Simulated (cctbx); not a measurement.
**A disordered crystal of nominal Ti8Te16Pb**

Cell a = 7.1380 Å, b = 7.1380 Å, c = 13.0690 Å, α = 90.00°, β = 90.00°, γ = 120.00°; space group P-3m1 (no. 164); nominal formula Ti8Te16Pb.

The data are simulated with cctbx, not measured: Mo Kα, λ = 0.71073 Å, to d = 0.7 Å, 50 % of the full sphere, strongest reflection 5000 counts, noise from counting, a 4 % proportional error and a noise floor of 8 counts (s.d.); no absorption.

With every site full:

```text
Rint 0.093, 713 unique reflections to 0.70 A
cycle     R1     wR2    GooF  max shift (A)
   1  0.1212  0.2279   2.860   0.00278
   2  0.0471  0.0850   1.066   0.00004
final R1 0.0471 wR2 0.0850 GooF 1.066  parameters 29  data/parameter 24.6
atom        x        y        z      Ueq    occ   su(xyz)  su(Uiso or U11)
Pb1    0.00000  0.00000  0.00000   0.0135  1.000  0.00000  0.0005
Te1    0.16456  0.32912  0.38082   0.0111  1.000  0.00023  0.0004
Te2    0.16803  0.33606  0.84615   0.0092  1.000  0.00023  0.0004
Te3    0.66667  0.33333  0.37356   0.0151  1.000  0.00019  0.0007
Te4    0.66667  0.33333  0.84287   0.0107  1.000  0.00016  0.0006
Ti2    0.00000  0.00000  0.27531   0.0302  1.000  0.00070  0.0026
Ti3    0.00197  0.50098  0.27002   0.0036  1.000  0.00053  0.0014
difference map: max 4.67 min -14.45 rms 1.10
Q1    0.0747  0.1495  0.9100    6    5.03  1.42 A from Te2
Q2    0.0190  0.5095  0.1596    6    4.64  1.45 A from Ti3
Q3    0.0268  0.5134  0.7462    6    4.46  0.28 A from Ti3
Q4    0.1545  0.3090  0.9903    6    4.39  1.89 A from Te2
Q5    0.3333  0.6667  0.6670    2    4.18  0.53 A from Te3
Q6    0.0559  0.1118  0.7194    6    3.84  0.69 A from Ti2
```

With the occupancies of the suspect sites free, each still typed as its main element:

```text
Rint 0.093, 713 unique reflections to 0.70 A
cycle     R1     wR2    GooF  max shift (A)
   1  0.0683  0.1276   1.604   0.00162
   6  0.0382  0.0711   0.893   0.00014
final R1 0.0382 wR2 0.0710 GooF 0.893  parameters 31  data/parameter 23.0
atom        x        y        z      Ueq    occ   su(xyz)  su(Uiso or U11)
Pb1    0.00000  0.00000  0.00000   0.0082  0.872  0.00000  0.0006
Te1    0.16450  0.32901  0.38089   0.0117  1.000  0.00020  0.0003
Te2    0.16798  0.33596  0.84619   0.0098  1.000  0.00019  0.0003
Te3    0.66667  0.33333  0.37358   0.0155  1.000  0.00016  0.0006
Te4    0.66667  0.33333  0.84286   0.0113  1.000  0.00014  0.0005
Ti2    0.00000  0.00000  0.27562   0.0306  1.000  0.00060  0.0022
Ti3    0.00191  0.50095  0.27000   0.0067  1.070  0.00044  0.0012
su of occupancy Pb1: 0.008
su of occupancy Ti3: 0.012
difference map: max 4.86 min -9.44 rms 1.02
Q1    0.1556  0.3111  0.9885    6    4.88  1.87 A from Te2
Q2    0.0735  0.1470  0.9101    6    4.77  1.44 A from Te2
Q3    0.0188  0.5094  0.1599    6    4.57  1.44 A from Ti3
Q4    0.3333  0.6667  0.3276    2    4.50  2.18 A from Ti3
Q5    0.3333  0.6667  0.6725    2    4.16  0.60 A from Te3
Q6    0.0463  0.0926  0.4137    6    3.87  1.52 A from Te1
```

**Question.** What is the disorder?

X-rays count electrons. Pb1 refines to 0.872(0.008), or 71.5 electrons; the site truly holds 0.85 Pb and 0.15 Ti, 73.0 electrons, which is 0.890 of Pb; Ti3 refines to 1.070(0.012), or 23.5 electrons; the site truly holds 0.975 Ti and 0.025 Pb, 23.5 electrons, which is 1.068 of Ti. A value under 1 can't tell vacancies from a lighter guest, and one over 1 needs a heavier guest; chemistry or a second radiation must settle which. Occupancy correlates with U and the scale, and the two elements' form factors differ in shape, so the match is approximate.

Freeing them takes R1 from 0.0471 to 0.0382 and GooF from 1.07 to 0.89.

This is a model crystal, built by substitution and not relaxed, with assumed displacement parameters.

[Middle refinement cycles are left out of these outputs.]

[Logs are printed without paths, hosts, clocks, repeated set-up lines and the standing remarks that a program may print on its own settings, such as how far it seeks lower states.]
